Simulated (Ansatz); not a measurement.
**Phonons of SiC (Moissanite 3C, F-43m) against volume**

Aim: how do the optical modes of SiC (Moissanite 3C, F-43m) move with volume?

Calculated with Ansatz 0.2.0; DFT LDA, scalar-relativistic, plane waves, PAW; PAW set soft_1.

### Step 1. Set-up

Symmetry: F-43m, No. 216, cubic system. Conventional cell: a = 4.358 Å, b = 4.358 Å, c = 4.358 Å, α = 90.00°, β = 90.00°, γ = 90.00°. Nearest to C lie 4 Si at 1.89 Å. Si has 4 C at 1.89 Å nearest. Farther neighbours are not listed.

Coordinates:

```cif
data_structure
_symmetry_space_group_name_H-M 'P 1'
_symmetry_Int_Tables_number 1
_cell_length_a 3.0816
_cell_length_b 3.0816
_cell_length_c 3.0816
_cell_angle_alpha 60.000
_cell_angle_beta 60.000
_cell_angle_gamma 60.000
_cell_volume 20.69
loop_
_atom_site_label
_atom_site_type_symbol
_atom_site_fract_x
_atom_site_fract_y
_atom_site_fract_z
_atom_site_occupancy
C1 C 0.75000 0.75000 0.75000 1
Si2 Si 0.00000 0.00000 0.00000 1
```

### Step 2. Relaxation

Harmonic phonons are second derivatives at a point where the forces vanish, and they are wanted at zero stress, so atoms and cell are relaxed first.

input.yaml

```yaml
crystal:
  lattice:
    - [0.0, 2.179, 2.179]
    - [2.179, 0.0, 2.179]
    - [2.179, 2.179, 0.0]
  atoms:
    - { symbol: C, position: [0.75, 0.75, 0.75] }
    - { symbol: Si, position: [0.0, 0.0, 0.0] }
kpoints:
  mp_grid: { grid: [10, 10, 10] }
hamiltonian:
  xc: lda
  pseudopotentials: { kind: paw, azcp: { folder: soft_1 }, xc_functional: pbe }
scf:
  occupations: { method: gaussian, width: 0.02 }
output:
  forces: true
  stress: true
  eigenvalues: true
relax:
  adjacent_minimum: "off"
  f_tol: 0.005
  max_steps: 80
  cell: { stress_tol: 0.05 }
```

Run with:

```bash
$ ansatz run input.yaml --threads 4 --pin off --max-ram 10240MiB --backend cpu --events-out ev --progress --plain --runs-dir out
```

Numbers of over 12 decimals in the logs are rounded to 6 here.

Log:

```text
Engine: ansatz 0.2.0, aarch64-unknown-linux-gnu
Pseudopotentials: kind: paw
Pseudopotential: C, paw, valence charge 4, recommended cutoff 420 eV (normal), soft_1/C.paw.azcp
Pseudopotential: Si, paw, valence charge 4, recommended cutoff 420 eV (normal), soft_1/Si.paw.azcp
Functional definition: SPW92
  exchange = slater_x
  correlation = pw_c
Crystal: 2 atoms, lattice volume = 20.692 Å³
Basis set: ecut = 420 eV, 411 PW (Γ)
Bands: 8, of which v1, the nominal top of the filled ones, is band 4 counted from 1 (3 counted from 0)
Symmetry: 24 space group operations
Space group: F-43m (ITA 216), of the structure as read, at distance tolerance 2.7e-5 Å
k-points: 47 of 1000 (time reversal used)
Non-local potential: C, projectors of the file, l = 0: 2, l = 1: 2, l = 2: 1
Non-local potential: Si, projectors of the file, l = 0: 2, l = 1: 2, l = 2: 1
PAW form: soft (Blöchl's): semilocal exchange-correlation on the pseudo side does not see the compensation charge
PAW frozen core: C, regenerated for the run's functional, and the local potential with it (the file was generated under x = pbe(κ = 0.804, μ = 0.219515), c = pbe(β = 0.066725))
PAW frozen core: Si, regenerated for the run's functional, and the local potential with it (the file was generated under x = pbe(κ = 0.804, μ = 0.219515), c = pbe(β = 0.066725))
PAW one-centre angular grid: C, 110 points (default); XC on 64 Gauss nodes
PAW one-centre angular grid: Si, 110 points (default); XC on 64 Gauss nodes
Initial density: superposition of atomic densities (chi_scale 0.1, normalization cell, long waves kept (reshape's long-wave potential 0.00 eV rms))
Initial wavefunctions: pseudopotential atomic-orbital guess
Functional: x = slater, c = lda
SCF iter   1: F=—  HF=-853.735336 eV  |F-HF|=—  |Δ(HF+E_count)|=         —  Δρ=1.37e-1  dr2=4.76e0  ethr=3.10e-3  ⟨swp⟩=6.1  Hψ=3207  notcnv=0
preconditioner: auto → none  [insulator: Δε(μ)=3.327 eV  Ē_g=14.658 eV  σ=0.020 eV  W_gap=1.00  n_scr=0 (ndim 8)  ℏωp=23.1 eV  f_vac=0.000  D(μ)=0.00/eV (n_scr^D=0)  ε∞_Penn≈3.5]
SCF iter   2: F=—  HF=-852.310339 eV  |F-HF|=—  |Δ(HF+E_count)|=    1.42e0  Δρ=5.07e-2  dr2=3.54e-1  ethr=3.10e-3  ⟨swp⟩=3.1  Hψ=1305  notcnv=0
SCF iter   3: F=—  HF=-852.207830 eV  |F-HF|=—  |Δ(HF+E_count)|=   1.03e-1  Δρ=1.88e-2  dr2=3.86e-2  ethr=3.10e-3  ⟨swp⟩=2.3  Hψ=795  notcnv=0
SCF iter   4: F=—  HF=-852.199179 eV  |F-HF|=—  |Δ(HF+E_count)|=   8.65e-3  Δρ=1.34e-3  dr2=1.92e-4  ethr=4.82e-4  ⟨swp⟩=2.0  Hψ=561  notcnv=0
SCF iter   5: F=—  HF=-852.199252 eV  |F-HF|=—  |Δ(HF+E_count)|=   7.22e-5  Δρ=1.68e-4  dr2=1.88e-6  ethr=2.41e-6  ⟨swp⟩=2.4  Hψ=557  notcnv=0
SCF iter   6: F=—  HF=-852.199252 eV  |F-HF|=—  |Δ(HF+E_count)|=   2.36e-7  Δρ=3.53e-5  dr2=1.14e-7  ethr=1.25e-9  ⟨swp⟩=6.6  Hψ=2094  notcnv=0
SCF iter   7: F=-852.199252 eV  HF=-852.199252 eV  |F-HF|=4.22e-10  |Δ(HF+E_count)|=   2.86e-8  Δρ=5.35e-6  dr2=2.24e-9  ethr=1.25e-9  ⟨swp⟩=4.0  Hψ=1109  notcnv=0
SCF 1 converged in 7 iterations: F = -852.199252 eV  dr2 = 2.24e-9
  greatest PAW one-centre occupation: 0.639 electrons in one spin orbital (limit 2), on the C atom at site 0 (counted from 0), in its partial waves of l = 0
relax step   1: F+E_penalty+E_count = -852.19925176 eV  Δ(F+E_penalty+E_count) = +0.000e0 eV  max|allowed force component| = 3.516e-16 eV/Å  Δτ_max = 0.0000 Å  P = -4.419 GPa  Ω = 20.692 Å³  (7 SCF iters, dr2 threshold 1.00e-7 eV, accepted)
Crystal: 2 atoms, lattice volume = 20.475 Å³
Initial density: handed on by an earlier stage of this run
Initial wavefunctions: those handed on with the density
iter 1 solved again at ethr=2.35e-5 eV; its pass at ethr=3.10e-3 eV (dr2=1.88e-3 eV) is discarded
SCF iter   1: F=—  HF=-852.204583 eV  |F-HF|=—  |Δ(HF+E_count)|=         —  Δρ=2.69e-3  dr2=1.83e-3  ethr=2.35e-5  ⟨swp⟩=1.2  Hψ=3318  notcnv=0
preconditioner: auto → none  [insulator: Δε(μ)=1.345 eV  Ē_g=14.023 eV  σ=0.020 eV  W_gap=1.00  n_scr=0 (ndim 8)  ℏωp=23.2 eV  f_vac=0.000  D(μ)=0.00/eV (n_scr^D=0)  ε∞_Penn≈3.7]
SCF iter   2: F=—  HF=-852.204005 eV  |F-HF|=—  |Δ(HF+E_count)|=   5.77e-4  Δρ=7.58e-4  dr2=1.01e-4  ethr=2.29e-5  ⟨swp⟩=2.5  Hψ=729  notcnv=0
SCF iter   3: F=—  HF=-852.203972 eV  |F-HF|=—  |Δ(HF+E_count)|=   3.36e-5  Δρ=2.02e-4  dr2=7.12e-6  ethr=1.26e-6  ⟨swp⟩=2.6  Hψ=549  notcnv=0
SCF iter   4: F=-852.203968 eV  HF=-852.203968 eV  |F-HF|=2.13e-8  |Δ(HF+E_count)|=   3.32e-6  Δρ=2.20e-5  dr2=6.05e-8  ethr=2.50e-9  ⟨swp⟩=3.3  Hψ=1664  notcnv=0
SCF 2 converged in 4 iterations: F = -852.203968 eV  dr2 = 6.05e-8
  greatest PAW one-centre occupation: 0.641 electrons in one spin orbital (limit 2), on the C atom at site 0 (counted from 0), in its partial waves of l = 0
relax step   2: F+E_penalty+E_count = -852.20396844 eV  Δ(F+E_penalty+E_count) = -4.717e-3 eV  max|allowed force component| = 1.342e-16 eV/Å  Δτ_max = 0.0000 Å  P = -2.105 GPa  Ω = 20.475 Å³  energy of the carried Pulay correction = +2.774e-4 eV  (4 SCF iters, dr2 threshold 2.00e-7 eV, accepted)
Crystal: 2 atoms, lattice volume = 20.281 Å³
iter 1 solved again at ethr=1.93e-5 eV; its pass at ethr=3.10e-3 eV (dr2=1.55e-3 eV) is discarded
SCF iter   1: F=—  HF=-852.205971 eV  |F-HF|=—  |Δ(HF+E_count)|=         —  Δρ=2.45e-3  dr2=1.51e-3  ethr=1.93e-5  ⟨swp⟩=1.2  Hψ=3285  notcnv=0
preconditioner: auto → none  [insulator: Δε(μ)=1.334 eV  Ē_g=14.110 eV  σ=0.020 eV  W_gap=1.00  n_scr=0 (ndim 8)  ℏωp=23.3 eV  f_vac=0.000  D(μ)=0.00/eV (n_scr^D=0)  ε∞_Penn≈3.7]
SCF iter   2: F=—  HF=-852.205494 eV  |F-HF|=—  |Δ(HF+E_count)|=   4.77e-4  Δρ=6.83e-4  dr2=7.97e-5  ethr=1.88e-5  ⟨swp⟩=2.5  Hψ=729  notcnv=0
SCF iter   3: F=—  HF=-852.205466 eV  |F-HF|=—  |Δ(HF+E_count)|=   2.81e-5  Δρ=1.87e-4  dr2=5.90e-6  ethr=9.96e-7  ⟨swp⟩=2.6  Hψ=547  notcnv=0
SCF iter   4: F=-852.205463 eV  HF=-852.205463 eV  |F-HF|=1.86e-8  |Δ(HF+E_count)|=   2.76e-6  Δρ=2.06e-5  dr2=5.32e-8  ethr=2.50e-9  ⟨swp⟩=3.2  Hψ=1567  notcnv=0
SCF 3 converged in 4 iterations: F = -852.205463 eV  dr2 = 5.32e-8
  greatest PAW one-centre occupation: 0.642 electrons in one spin orbital (limit 2), on the C atom at site 0 (counted from 0), in its partial waves of l = 0
relax step   3: F+E_penalty+E_count = -852.20546310 eV  Δ(F+E_penalty+E_count) = -1.495e-3 eV  max|allowed force component| = 1.295e-16 eV/Å  Δτ_max = 0.0000 Å  P = +0.062 GPa  Ω = 20.281 Å³  energy of the carried Pulay correction = +5.272e-4 eV  (4 SCF iters, dr2 threshold 2.00e-7 eV, accepted)
[...]
relax step   4: F+E_penalty+E_count = -852.20545710 eV  Δ(F+E_penalty+E_count) = +5.994e-6 eV  max|allowed force component| = 2.220e-16 eV/Å  Δτ_max = 0.0000 Å  P = +0.000 GPa  Ω = 20.286 Å³  energy of the carried Pulay correction = +5.201e-4 eV  (3 SCF iters, dr2 threshold 9.49e-9 eV, accepted)
Initial wavefunctions: pseudopotential atomic-orbital guess (no wavefunctions were taken with the density)
iter 1 solved again at ethr=1.23e-7 eV; its pass at ethr=3.10e-3 eV (dr2=9.87e-6 eV) is discarded
SCF iter   1: F=—  HF=-852.204955 eV  |F-HF|=—  |Δ(HF+E_count)|=         —  Δρ=6.28e-5  dr2=1.06e-7  ethr=1.23e-7  ⟨swp⟩=3.1  Hψ=4431  notcnv=0
preconditioner: auto → none  [insulator: Δε(μ)=1.301 eV  Ē_g=14.096 eV  σ=0.020 eV  W_gap=1.00  n_scr=0 (ndim 8)  ℏωp=23.3 eV  f_vac=0.000  D(μ)=0.00/eV (n_scr^D=0)  ε∞_Penn≈3.7]
SCF iter   2: F=—  HF=-852.204955 eV  |F-HF|=—  |Δ(HF+E_count)|=   4.73e-7  Δρ=3.11e-5  dr2=2.49e-8  ethr=1.32e-9  ⟨swp⟩=2.3  Hψ=554  notcnv=0
SCF iter   3: F=—  HF=-852.204955 eV  |F-HF|=—  |Δ(HF+E_count)|=   2.85e-8  Δρ=7.71e-6  dr2=5.09e-9  ethr=3.11e-10  ⟨swp⟩=2.0  Hψ=537  notcnv=0
SCF iter   4: F=-852.204955 eV  HF=-852.204955 eV  |F-HF|=6.82e-13  |Δ(HF+E_count)|=  1.96e-10  Δρ=5.50e-7  dr2=1.79e-11  ethr=1.00e-12  ⟨swp⟩=4.9  Hψ=1815  notcnv=0
SCF 5 converged in 4 iterations: F = -852.204955 eV  dr2 = 1.79e-11
relax step   5: F+E_penalty+E_count = -852.20495544 eV  Δ(F+E_penalty+E_count) = +5.017e-4 eV  max|allowed force component| = 1.850e-16 eV/Å  Δτ_max = 0.0000 Å  P = -0.041 GPa  Ω = 20.286 Å³  stress off target by 4.07e-2 GPa  SCF on the basis re-selected at this cell (its energy is not comparable with the rows above)  (4 SCF iters)
basis re-selected at this cell: Δ(F+E_penalty+E_count) = +5.017e-4 eV, ΔP = -0.041 GPa vs the last step (what re-selecting the basis moved, of the pressure what is left beyond the Pulay correction that the steps carried, after the strain that the cell walked since its last selection, with what the two solves' SCF thresholds leave and, on support functions, any second-order correction that the steps lacked; it is no m [...]
SCF converged after 4 iterations
Free energy (F): -852.204955 eV
Harris-Foulkes:  -852.204955 eV  (|F-HF|=6.82e-13)
Internal energy: -852.204955 eV  (E = F + TS)
E sigma→0 (E₀):  -852.204955 eV
Fermi energy:    10.146731 eV
--- Per-component energies (eV) ---
  E_band       = 28.623210
  E_kinetic    = 134.314712
  E_local      = -95.856426  (includes V_loc(G=0)·N_el)
  E_nonlocal   = 47.391120
  E_hartree    = 31.336274
  E_xc         = -105.209988
  E_vxc        = -109.124426  (∫ρ·V_xc dr)
  E_paw        = -577.657827  (= ΣΔE_a)
  E_vpaw       = -10.774355  (= ΣTr[D̂ρ^β])
  E_aug_tail   = 0.000048  (compensation charges beyond the density's cutoff)
  E_ewald      = -286.670032
  E_core_change = 0.147163  (= ΣΔE_core)
  E_smearing   = -0.000000  (= −TS)
  E_closure    = 0.000000  (closes the sum)
  Σ components = -852.204955   (vs F -852.204955, Δ=0.00e0)
--- Forces (eV/Å), atoms counted from 1 ---
  atom   1  C      0.00000000    -0.00000000    -0.00000000
  atom   2  Si    -0.00000000    -0.00000000     0.00000000
  max |Σ_I F_I| component: 5.09e-17 eV/Å
--- Stress (GPa, compression-positive) ---
       -0.040655       0.000000       0.000000
        0.000000      -0.040655       0.000000
       -0.000000       0.000000      -0.040655
  P = ⅓ Tr σ = -0.0407 GPa (-0.407 kbar)
--- Band table (eV; the first three rows and the last of 47) ---
  k-point 0: bands = ["-5.9834", "9.4964", "9.4964", "9.4964", "15.9893", "16.8289", "16.8289", "16.8289"]
  k-point 1: bands = ["-5.7843", "8.4950", "9.3614", "9.3614", "16.1727", "17.0735", "17.0735", "17.1538"]
  k-point 2: bands = ["-5.1953", "6.3654", "9.0513", "9.0513", "15.8219", "17.4293", "17.4293", "18.3660"]
  k-point 46: bands = ["-0.5599", "2.3083", "4.5896", "4.8244", "14.1450", "17.5559", "19.5945", "20.7197"]
--- Relaxed structure (4 steps of the walk, 4 accepted, 1 SCFs on fresh bases) ---
  F+E_penalty+E_count = -852.20495544 eV   max|allowed force component| = 1.850e-16 eV/Å   (the final SCF, on the basis selected at the relaxed cell)
  cell:  # Å, volume = 20.2862 Å³
    - [0, 2.164662, 2.164662]
    - [2.164662, 0, 2.164662]
    - [2.164662, 2.164662, 0]
  atoms:
    - { symbol: C, position: [0.750000, 0.750000, 0.750000] }
    - { symbol: Si, position: [0, 0, 0] }
```

Run time: 2 s. Hardware: 4 threads of Arm Neoverse V1, shared host; peak memory 0.28 GiB.

Step by step:

```tsv
step	energy less that of the first step (eV)	largest force component (eV/Å)	pressure (GPa)	volume (Å³)
1	0.0000	0.0000	-4.42	20.69
2	-0.0047	0.0000	-2.11	20.47
3	-0.0062	0.0000	0.06	20.28
4	-0.0062	0.0000	0.00	20.29
5*	-0.0057	0.0000	-0.04	20.29
```

Relaxation steps marked * repeat the geometry before them on a plane-wave basis chosen anew for their cell, so energy and pressure can jump there.

The run keeps the 24 symmetry operations that it works with, so distortions that break them were not tested.

```tsv
conventional cell, symmetrised	before	after	change
a (Å)	4.358	4.329	-0.7 %
b (Å)	4.358	4.329	-0.7 %
c (Å)	4.358	4.329	-0.7 %
volume (Å³/atom)	10.35	10.14	-2.0 %
```

Final coordinates:

```
C Si
1.0
     0.00000    2.16466    2.16466
     2.16466    0.00000    2.16466
     2.16466    2.16466    0.00000
C Si
1 1
Direct
  0.75000 0.75000 0.75000
  0.00000 0.00000 0.00000
```

This step gave:

```
pressure          : -0.04065 GPa
gap on the k-mesh : 1.301 eV
volume per atom   : 10.14 Å³
```

In this step the volume went from 10.35 to 10.14 Å³/atom.

### Step 3. Tight relaxation

Phonons need small forces and stress, so the relaxation is finished with tight tolerances on 12×12×12 k points.

input.yaml, the sections that differ from step 2:

```yaml
crystal:
  lattice:
    - [0.0, 2.164662463, 2.164662463]
    - [2.164662463, 0.0, 2.164662463]
    - [2.164662463, 2.164662463, 0.0]
  atoms:
    - { symbol: C, position: [0.75, 0.75, 0.75] }
    - { symbol: Si, position: [0.0, 0.0, 0.0] }
kpoints:
  mp_grid: { grid: [12, 12, 12] }
scf:
  occupations: { method: fixed }
relax:
  adjacent_minimum: "off"
  f_tol: 0.001
  max_steps: 60
  cell: { stress_tol: 0.01 }
# hamiltonian, output: as in step 2
```

Log:

```text
[...]
Crystal: 2 atoms, lattice volume = 20.286 Å³
Basis set: ecut = 420 eV, 411 PW (Γ)
Bands: 8, of which v1, the nominal top of the filled ones, is band 4 counted from 1 (3 counted from 0)
Symmetry: 24 space group operations
[...]
k-points: 72 of 1728 (time reversal used)
[...]
0.000000       0.000000      -0.000045
  P = ⅓ Tr σ = -0.0000 GPa (-0.000 kbar)
--- Band table (eV; the first three rows and the last of 72) ---
[...]
--- Relaxed structure (3 steps of the walk, 3 accepted, 1 SCFs on fresh bases) ---
[...]
cell:  # Å, volume = 20.2826 Å³
    - [0, 2.164534, 2.164534]
    - [2.164534, 0, 2.164534]
    - [2.164534, 2.164534, 0]
  atoms:
    - { symbol: C, position: [0.75, 0.75, 0.75] }
    - { symbol: Si, position: [0, 0, 0] }
[key lines of the parts left out:]
SCF converged after 4 iterations
Free energy (F): -852.205128 eV
Fermi energy:    9.498478 eV
```

Elapsed: 2.1 s, on 4 threads; peak memory 0.28 GiB; 7.3 s of CPU time.

Little changed from the start: no atom moved by 0.005 Å and no cell edge by 0.1 %.

Numbers from this step:

```yaml
pressure: -4.45e-5 GPa
```

The forces vanish by symmetry and the pressure is 0.000 GPa, within the tolerances set. The cell now holds 10.14 Å³/atom.

[end of part 1 of 3]

[Logs are printed without paths, hosts, clocks, repeated set-up lines and the standing remarks that a program may print on its own settings, such as how far it seeks lower states.]

[Hosts, paths, dates, database ids (printed as entryN), source tags and the programs' standing remarks are cut or masked in the printed files.]
